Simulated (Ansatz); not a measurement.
## Elastic response of amorphous carbon (160 atoms)

How stiff is amorphous carbon (160 atoms)?

Main program and level: Ansatz 0.2.0; Kohn-Sham DFT, revPBE, PAW (set soft_2), plane waves.

### Step 1. The structure

The cell holds 160 atoms: 160 C. Cell: a = 10.861 Å, b = 10.861 Å, c = 10.861 Å, α = 90.0°, β = 90.0°, γ = 90.0°. 160 atoms (160 C) placed at random at 2.49 g/cm³, melted at 5500 K for 10 ps at fixed volume with the LCBOP (Los and Fasolino, Phys. Rev. B 68, 024107 (2003)). Quenched from 5500 K to 700 K at 500 K/ps and fixed volume, held 5 ps.

Limits known from the start: The quench rate of 500 K/ps is orders of magnitude faster than experiment, which tends to freeze in extra defects. The starting topology of bonds comes from the classical model, and needn't be the one that DFT or experiment would give. The Brillouin zone is sampled at Γ only.

### Step 2. Single point at the start

The forces at the start show how far the geometry lies from a minimum of this functional.

Input file input.yaml:

```yaml
crystal:
  lattice:
    - [10.8607, 0.0, 0.0]
    - [0.0, 10.8607, 0.0]
    - [0.0, 0.0, 10.8607]
  atoms:
    - { symbol: C, position: [0.70902, 0.62782, 0.19501] }
    - { symbol: C, position: [0.85091, 0.07096, 0.8016] }
    - { symbol: C, position: [0.16584, 0.11367, 0.89488] }
    - { symbol: C, position: [0.6071, 0.2645, 0.46702] }
    - { symbol: C, position: [0.16489, 0.24008, 0.68807] }
    - { symbol: C, position: [0.38213, 0.8528, 0.02996] }
    - { symbol: C, position: [0.57717, 0.60311, 0.6407] }
    - { symbol: C, position: [0.24625, 0.74426, 0.2599] }
    - { symbol: C, position: [0.4506, 0.66724, 0.29589] }
    - { symbol: C, position: [0.15617, 0.08051, 0.13998] }
    - { symbol: C, position: [0.45347, 0.60726, 0.67151] }
    - { symbol: C, position: [0.59809, 0.12511, 0.94472] }
    - { symbol: C, position: [0.7392, 0.96645, 0.56232] }
    - { symbol: C, position: [0.61041, 0.77237, 0.49442] }
    - { symbol: C, position: [0.67102, 0.90606, 0.0265] }
    - { symbol: C, position: [0.94572, 0.55635, 0.75667] }
    - { symbol: C, position: [0.96013, 0.06393, 0.56124] }
    - { symbol: C, position: [0.8038, 0.08023, 0.38244] }
    - { symbol: C, position: [0.78437, 0.33962, 0.79117] }
    - { symbol: C, position: [0.12277, 0.4436, 0.58266] }
    - { symbol: C, position: [0.40213, 0.80631, 0.5434] }
    - { symbol: C, position: [0.9237, 0.97272, 0.76497] }
    - { symbol: C, position: [0.46893, 0.75717, 0.98036] }
    - { symbol: C, position: [0.47198, 0.98378, 0.7505] }
    - { symbol: C, position: [0.14891, 0.16139, 0.48476] }
    - { symbol: C, position: [0.51142, 0.35882, 0.01802] }
    - { symbol: C, position: [0.18084, 0.32274, 0.24028] }
    - { symbol: C, position: [0.3389, 0.0078, 0.7627] }
    - { symbol: C, position: [0.55742, 0.29326, 0.12887] }
    - { symbol: C, position: [0.54216, 0.0473, 0.65602] }
    - { symbol: C, position: [0.84474, 0.97925, 0.1648] }
    - { symbol: C, position: [0.5981, 0.64021, 0.51395] }
    [... 122 atom lines left out ...]
    - { symbol: C, position: [0.37463, 0.31534, 0.96621] }
    - { symbol: C, position: [0.66435, 0.37042, 0.83858] }
    - { symbol: C, position: [0.25385, 0.84168, 0.0002] }
    - { symbol: C, position: [0.21018, 0.11703, 0.3804] }
    - { symbol: C, position: [0.81278, 0.2892, 0.55544] }
    - { symbol: C, position: [0.26178, 0.95764, 0.65563] }
kpoints:
  mp_grid: { grid: [1, 1, 1] }
hamiltonian:
  xc: revpbe
scf:
  occupations: { method: gaussian, width: 0.05 }
output:
  forces: true
```

Started as:

```sh
$ ansatz run input.yaml --threads 4 --pin off --max-ram 8192MiB --backend cpu --events-out ev --progress --plain --runs-dir out
```

Standard output:

```text
[...]
Pseudopotentials: kind: paw
Pseudopotential: C, paw, valence charge 4, recommended cutoff 420 eV (normal), C.paw.azcp
[... 5 lines on functional and potentials left out ...]
Crystal: 160 atoms, lattice volume = 1281.072 Å³
Basis set: ecut = 420 eV, 25173 PW (Γ), exchange–correlation on 150×150×150 points (8 copies of the dense FFT grid, shifted against one another)
Bands: 480, of which v1, the nominal top of the filled ones, is band 320 counted from 1 (319 counted from 0)
Symmetry: 1 space group operations
Space group: P1 (ITA 1), of the structure as read, at distance tolerance 1.1e-4 Å
k-points: 1
[... 4 lines on functional and potentials left out ...]
Initial density: superposition of atomic densities (neutral atoms: chi_scale 0, normalization atom), corrected by the library's trained network
Initial wavefunctions: pseudopotential atomic-orbital guess
[...]
SCF iter   1: F=—  HF=-40136.736241 eV  |F-HF|=—  |Δ(HF+E_count)|=         —  Δρ=1.63e-2  dr2=8.72e0  ethr=1.77e-3  ⟨swp⟩=5.0  Hψ=1930  notcnv=0  defer=124
preconditioner: auto → Kerker (q_TF=auto, 2.430 Å⁻¹)  [metal: Δε(μ)=0.039 eV  Ē_g=14.308 eV  σ=0.050 eV  W_gap=0.41  n_scr=304 (ndim 8)  ℏωp=26.2 eV  f_vac=0.008  D(μ)=44.91/eV (n_scr^D=340)]
[...]
SCF iter  10: F=—  HF=-40135.955654 eV  |F-HF|=—  |Δ(HF+E_count)|=   1.32e-6  Δρ=2.65e-6  dr2=2.97e-7  ethr=2.87e-10  ⟨swp⟩=2.0  Hψ=634  notcnv=0  defer=149
SCF iter  11: F=-40135.955655 eV  HF=-40135.955655 eV  |F-HF|=9.35e-9  |Δ(HF+E_count)|=   2.02e-7  Δρ=1.14e-6  dr2=5.97e-8  ethr=1.56e-11  ⟨swp⟩=4.0  Hψ=1275  notcnv=0
SCF 1 converged in 11 iterations: F = -40135.955655 eV  dr2 = 5.97e-8
[...]
SCF converged after 11 iterations
Free energy (F): -40135.955655 eV
Harris-Foulkes:  -40135.955655 eV  (|F-HF|=9.35e-9)
Internal energy: -40135.882985 eV  (E = F + TS)
E sigma→0 (E₀):  -40135.919320 eV
Entropy (-TS):   -0.072669 eV (-0.454 meV/atom)
Fermi energy:    8.272398 eV
--- Per-component energies (eV) ---
[...]
Σ components = -40135.955655   (vs F -40135.955655, Δ=0.00e0)
--- Forces (eV/Å), atoms counted from 1 ---
  atom   1  C     -0.57652642    -1.89472662     1.12490516
  atom   2  C     -3.80225568     1.83022737     0.02388812
  atom   3  C     -2.96389637     1.87905603    -0.37424996
  atom   4  C      0.75984355     0.56661936     1.18668644
[...]
atom 160  C     -0.66682391     0.50247333     1.52805545
  max |Σ_I F_I| component: 1.80e-5 eV/Å
```

Elapsed: 21 s, on 4 threads of Arm Neoverse V1, shared host; peak memory 1.8 GiB.

Reading the cycles: dr2 is the Hartree energy of the density residual (eV), the measure of convergence; HF is the Harris–Foulkes estimate of the energy, which meets the free energy F at convergence.

The r.m.s. force at the start is 1.7 eV/Å.

### Step 3. Cell and atoms relaxed

The cell is relaxed with the atoms, since the starting lattice needn't suit this functional.

Input file input.yaml:

```yaml
crystal:
  lattice:
    - [10.8607, 0.0, 0.0]
    - [0.0, 10.8607, 0.0]
    - [0.0, 0.0, 10.8607]
  atoms:
    [... the 160 atom lines of step 2 ...]
kpoints:
  mp_grid: { grid: [1, 1, 1] }
hamiltonian:
  xc: revpbe
scf:
  occupations: { method: gaussian, width: 0.05 }
output:
  forces: true
relax:
  f_tol: 0.05
  max_steps: 150
  cell: {}
```

Standard output:

```text
[...]
Crystal: 160 atoms, lattice volume = 1281.072 Å³
Basis set: ecut = 420 eV, 25173 PW (Γ), exchange–correlation on 150×150×150 points (8 copies of the dense FFT grid, shifted against one another)
Bands: 480, of which v1, the nominal top of the filled ones, is band 320 counted from 1 (319 counted from 0)
Symmetry: 1 space group operations
[...]
k-points: 1
[...]
SCF iter   1: F=—  HF=-40136.736241 eV  |F-HF|=—  |Δ(HF+E_count)|=         —  Δρ=1.63e-2  dr2=8.72e0  ethr=1.77e-3  ⟨swp⟩=5.0  Hψ=1930  notcnv=0  defer=124
[...]
SCF iter  10: F=—  HF=-40135.955654 eV  |F-HF|=—  |Δ(HF+E_count)|=   1.32e-6  Δρ=2.65e-6  dr2=2.97e-7  ethr=2.88e-10  ⟨swp⟩=2.0  Hψ=634  notcnv=0  defer=149
SCF iter  11: F=-40135.955655 eV  HF=-40135.955655 eV  |F-HF|=9.37e-9  |Δ(HF+E_count)|=   2.02e-7  Δρ=1.14e-6  dr2=5.96e-8  ethr=1.56e-11  ⟨swp⟩=4.0  Hψ=1275  notcnv=0
SCF 1 converged in 11 iterations: F = -40135.955655 eV  dr2 = 5.96e-8
[...]
relax step   1: F+E_penalty+E_count = -40135.95565460 eV  Δ(F+E_penalty+E_count) = +0.000e0 eV  max|allowed force component| = 5.867e0 eV/Å  Δτ_max = 0.0000 Å  P = +3.892 GPa  Ω = 1281.072 Å³  (11 SCF iters, dr2 threshold 1.00e-7 eV, accepted)
[... from here on, the SCF cycles and remarks between the steps are left out ...]
relax step   2: F+E_penalty+E_count = -40150.14840736 eV  Δ(F+E_penalty+E_count) = -1.419e1 eV  max|allowed force component| = 3.796e0 eV/Å  Δτ_max = 0.1949 Å  P = -0.471 GPa  Ω = 1302.719 Å³  energy of the carried Pulay correction = -7.078e-2 eV  (11 SCF iters, dr2 threshold 1.60e-5 eV, accepted)
relax step   3: F+E_penalty+E_count = -40157.25783652 eV  Δ(F+E_penalty+E_count) = -7.109e0 eV  max|allowed force component| = 1.356e0 eV/Å  Δτ_max = 0.2000 Å  P = -0.033 GPa  Ω = 1305.157 Å³  energy of the carried Pulay correction = -7.868e-2 eV  (10 SCF iters, dr2 threshold 1.60e-5 eV, accepted)
relax step   4: F+E_penalty+E_count = -40157.71537694 eV  Δ(F+E_penalty+E_count) = -4.575e-1 eV  max|allowed force component| = 4.724e0 eV/Å  Δτ_max = 0.2000 Å  P = +0.192 GPa  Ω = 1303.340 Å³  energy of the carried Pulay correction = -7.279e-2 eV  (10 SCF iters, dr2 threshold 1.60e-5 eV, accepted)
relax step   5: F+E_penalty+E_count = -40158.43065696 eV  Δ(F+E_penalty+E_count) = -7.153e-1 eV  max|allowed force component| = 5.309e-1 eV/Å  Δτ_max = 0.0905 Å  P = -0.192 GPa  Ω = 1304.185 Å³  energy of the carried Pulay correction = -7.553e-2 eV  (8 SCF iters, dr2 threshold 1.60e-5 eV, accepted)
relax step   6: F+E_penalty+E_count = -40158.52582151 eV  Δ(F+E_penalty+E_count) = -9.516e-2 eV  max|allowed force component| = 2.293e-1 eV/Å  Δτ_max = 0.0250 Å  P = -0.018 GPa  Ω = 1302.442 Å³  energy of the carried Pulay correction = -6.988e-2 eV  (7 SCF iters, dr2 threshold 1.60e-5 eV, accepted)
relax step   7: F+E_penalty+E_count = -40158.60119076 eV  Δ(F+E_penalty+E_count) = -7.537e-2 eV  max|allowed force component| = 2.148e-1 eV/Å  Δτ_max = 0.0428 Å  P = +0.036 GPa  Ω = 1300.985 Å³  energy of the carried Pulay correction = -6.515e-2 eV  (9 SCF iters, dr2 threshold 3.29e-6 eV, accepted)
relax step   8: F+E_penalty+E_count = -40158.64559912 eV  Δ(F+E_penalty+E_count) = -4.441e-2 eV  max|allowed force component| = 2.345e-1 eV/Å  Δτ_max = 0.0315 Å  P = +0.033 GPa  Ω = 1300.524 Å³  energy of the carried Pulay correction = -6.366e-2 eV  (9 SCF iters, dr2 threshold 2.88e-6 eV, accepted)
relax step   9: F+E_penalty+E_count = -40158.72954360 eV  Δ(F+E_penalty+E_count) = -8.394e-2 eV  max|allowed force component| = 3.966e-1 eV/Å  Δτ_max = 0.0938 Å  P = -0.030 GPa  Ω = 1299.954 Å³  energy of the carried Pulay correction = -6.180e-2 eV  (8 SCF iters, dr2 threshold 3.44e-6 eV, accepted)
relax step  10: F+E_penalty+E_count = -40158.81640338 eV  Δ(F+E_penalty+E_count) = -8.686e-2 eV  max|allowed force component| = 4.541e-1 eV/Å  Δτ_max = 0.1177 Å  P = -0.113 GPa  Ω = 1299.925 Å³  energy of the carried Pulay correction = -6.171e-2 eV  (10 SCF iters, dr2 threshold 9.83e-6 eV, accepted)
relax step  11: F+E_penalty+E_count = -40158.89595717 eV  Δ(F+E_penalty+E_count) = -7.955e-2 eV  max|allowed force component| = 1.003e0 eV/Å  Δτ_max = 0.1430 Å  P = +0.029 GPa  Ω = 1299.767 Å³  energy of the carried Pulay correction = -6.120e-2 eV  (10 SCF iters, dr2 threshold 1.29e-5 eV, accepted)
relax step  12: F+E_penalty+E_count = -40158.99248261 eV  Δ(F+E_penalty+E_count) = -9.653e-2 eV  max|allowed force component| = 6.761e-1 eV/Å  Δτ_max = 0.0787 Å  P = +0.032 GPa  Ω = 1302.338 Å³  energy of the carried Pulay correction = -6.954e-2 eV  (6 SCF iters, dr2 threshold 1.60e-5 eV, accepted)
relax step  13: F+E_penalty+E_count = -40159.10075311 eV  Δ(F+E_penalty+E_count) = -1.083e-1 eV  max|allowed force component| = 7.692e-1 eV/Å  Δτ_max = 0.0695 Å  P = -0.074 GPa  Ω = 1301.645 Å³  energy of the carried Pulay correction = -6.730e-2 eV  (6 SCF iters, dr2 threshold 1.60e-5 eV, accepted)
[...]
relax step  20: F+E_penalty+E_count = -40159.25498428 eV  Δ(F+E_penalty+E_count) = +7.839e-3 eV  max|allowed force component| = 9.314e-1 eV/Å  Δτ_max = 0.1791 Å  P = -0.176 GPa  Ω = 1302.390 Å³  energy of the carried Pulay correction = -6.971e-2 eV  (12 SCF iters, dr2 threshold 5.05e-6 eV, rejected (line search))
relax step  21: F+E_penalty+E_count = -40159.32903559 eV  Δ(F+E_penalty+E_count) = -6.621e-2 eV  max|allowed force component| = 5.934e-1 eV/Å  Δτ_max = 0.0800 Å  P = +0.069 GPa  Ω = 1301.457 Å³  energy of the carried Pulay correction = -6.668e-2 eV  (18 SCF iters, accepted)
relax step  22: F+E_penalty+E_count = -40159.40736947 eV  Δ(F+E_penalty+E_count) = -7.833e-2 eV  max|allowed force component| = 7.055e-1 eV/Å  Δτ_max = 0.0969 Å  P = -0.100 GPa  Ω = 1302.168 Å³  energy of the carried Pulay correction = -6.899e-2 eV  (9 SCF iters, dr2 threshold 1.60e-5 eV, accepted)
relax step  23: F+E_penalty+E_count = -40159.24261568 eV  Δ(F+E_penalty+E_count) = +1.648e-1 eV  max|allowed force component| = 1.875e0 eV/Å  Δτ_max = 0.1367 Å  P = +0.025 GPa  Ω = 1301.750 Å³  energy of the carried Pulay correction = -6.763e-2 eV  (9 SCF iters, dr2 threshold 1.60e-5 eV, rejected (line search))
relax step  24: F+E_penalty+E_count = -40159.49054402 eV  Δ(F+E_penalty+E_count) = -8.317e-2 eV  max|allowed force component| = 5.947e-1 eV/Å  Δτ_max = 0.0295 Å  P = -0.270 GPa  Ω = 1302.974 Å³  energy of the carried Pulay correction = -7.160e-2 eV  (18 SCF iters, accepted)
relax step  25: F+E_penalty+E_count = -40159.54690262 eV  Δ(F+E_penalty+E_count) = -5.636e-2 eV  max|allowed force component| = 8.432e-1 eV/Å  Δτ_max = 0.0717 Å  P = +0.576 GPa  Ω = 1299.689 Å³  energy of the carried Pulay correction = -6.094e-2 eV  (9 SCF iters, dr2 threshold 1.60e-5 eV, accepted)
relax step  26: F+E_penalty+E_count = -40159.56144508 eV  Δ(F+E_penalty+E_count) = -1.454e-2 eV  max|allowed force component| = 7.481e-1 eV/Å  Δτ_max = 0.0266 Å  P = -0.402 GPa  Ω = 1303.983 Å³  energy of the carried Pulay correction = -7.488e-2 eV  (8 SCF iters, dr2 threshold 1.60e-5 eV, accepted)
relax step  27: F+E_penalty+E_count = -40159.58294041 eV  Δ(F+E_penalty+E_count) = -2.150e-2 eV  max|allowed force component| = 2.224e-1 eV/Å  Δτ_max = 0.0166 Å  P = +0.052 GPa  Ω = 1301.894 Å³  energy of the carried Pulay correction = -6.810e-2 eV  (7 SCF iters, dr2 threshold 1.60e-5 eV, accepted)
relax step  28: F+E_penalty+E_count = -40159.58798753 eV  Δ(F+E_penalty+E_count) = -5.047e-3 eV  max|allowed force component| = 1.059e-1 eV/Å  Δτ_max = 0.0084 Å  P = -0.004 GPa  Ω = 1302.284 Å³  energy of the carried Pulay correction = -6.937e-2 eV  (7 SCF iters, dr2 threshold 3.09e-6 eV, accepted)
relax step  29: F+E_penalty+E_count = -40159.59017100 eV  Δ(F+E_penalty+E_count) = -2.183e-3 eV  max|allowed force component| = 5.083e-2 eV/Å  Δτ_max = 0.0111 Å  P = -0.001 GPa  Ω = 1302.321 Å³  energy of the carried Pulay correction = -6.949e-2 eV  (8 SCF iters, dr2 threshold 7.01e-7 eV, accepted)
relax step  30: F+E_penalty+E_count = -40159.59069409 eV  Δ(F+E_penalty+E_count) = -5.231e-4 eV  max|allowed force component| = 2.548e-2 eV/Å  Δτ_max = 0.0101 Å  P = -0.006 GPa  Ω = 1302.455 Å³  energy of the carried Pulay correction = -6.992e-2 eV  (9 SCF iters, dr2 threshold 1.61e-7 eV, accepted)
relax step  31: F+E_penalty+E_count = -40159.73283354 eV  Δ(F+E_penalty+E_count) = -1.421e-1 eV  max|allowed force component| = 2.604e-2 eV/Å  Δτ_max = 0.0000 Å  P = +0.152 GPa  Ω = 1302.455 Å³  stress off target by 4.50e-1 GPa  SCF on the basis re-selected at this cell (its energy is not comparable with the rows above)  (8 SCF iters)
relax step  32: F+E_penalty+E_count = -40159.72988984 eV  Δ(F+E_penalty+E_count) = +2.944e-3 eV  max|allowed force component| = 4.015e-2 eV/Å  Δτ_max = 0.0072 Å  P = -0.079 GPa  Ω = 1304.174 Å³  energy of the carried Pulay correction = -5.819e-3 eV  (9 SCF iters, dr2 threshold 5.07e-7 eV, accepted)
relax step  33: F+E_penalty+E_count = -40159.73279447 eV  Δ(F+E_penalty+E_count) = -2.905e-3 eV  max|allowed force component| = 1.515e-2 eV/Å  Δτ_max = 0.0039 Å  P = -0.016 GPa  Ω = 1303.717 Å³  energy of the carried Pulay correction = -4.270e-3 eV  (9 SCF iters, dr2 threshold 1.13e-7 eV, accepted)
relax step  34: F+E_penalty+E_count = -40159.73623786 eV  Δ(F+E_penalty+E_count) = -3.443e-3 eV  max|allowed force component| = 1.517e-2 eV/Å  Δτ_max = 0.0000 Å  P = -0.015 GPa  Ω = 1303.717 Å³  stress off target by 2.00e-2 GPa  SCF on the basis re-selected at this cell (its energy is not comparable with the rows above)  (6 SCF iters)
[...]
SCF converged after 6 iterations
Free energy (F): -40159.736238 eV
[...]
Internal energy: -40159.735811 eV  (E = F + TS)
E sigma→0 (E₀):  -40159.736025 eV
Entropy (-TS):   -0.000427 eV (-0.003 meV/atom)
Fermi energy:    8.098194 eV
[...]
Σ components = -40159.736238   (vs F -40159.736238, Δ=0.00e0)
--- Forces (eV/Å), atoms counted from 1 ---
  atom   1  C      0.00331584    -0.01517277    -0.00371375
  atom   2  C      0.00781051     0.00468846     0.00325325
  atom   3  C      0.00216526    -0.00006533     0.00335920
  atom   4  C      0.00179392     0.00388757     0.00210651
[...]
atom 160  C      0.00048302    -0.00366307     0.00103389
  max |Σ_I F_I| component: 1.10e-5 eV/Å
--- Stress (GPa, compression-positive) ---
       -0.018800      -0.002269      -0.001707
       -0.002268      -0.013267       0.000157
       -0.001706       0.000157      -0.014083
  P = ⅓ Tr σ = -0.0154 GPa (-0.154 kbar)
--- Relaxed structure (32 steps of the walk, 30 accepted, 2 SCFs on fresh bases) ---
  F+E_penalty+E_count = -40159.73623786 eV   max|allowed force component| = 1.517e-2 eV/Å   (the final SCF, on the basis selected at the relaxed cell)
  cell:  # Å, volume = 1303.7168 Å³
    - [10.783335, 0.386830, -0.026349]
    - [0.386830, 11.041406, 0.126229]
    - [-0.026349, 0.126229, 10.965101]
  atoms:
    - { symbol: C, position: [0.699021, 0.632697, 0.190502] }
    - { symbol: C, position: [0.820864, 0.078181, 0.807258] }
    - { symbol: C, position: [0.175440, 0.126099, 0.897084] }
    - { symbol: C, position: [0.620926, 0.267783, 0.466021] }
[...]
- { symbol: C, position: [0.256600, 0.961025, 0.675590] }
```

It took 11 min on 4 threads; peak memory 1.9 GiB.

The relaxation converged after 32 steps, with a largest force component of 0.015 eV/Å.

(Part 1 of 3 ends here.)

[Long decimals in the printed logs are rounded to 6 places.]

[Logs are printed without paths, hosts, clocks, repeated set-up lines and the standing remarks that a program may print on its own settings, such as how far it seeks lower states.]

[Hosts, paths, dates, database ids (printed as entryN), source tags and the programs' standing remarks are cut or masked in the printed files.]
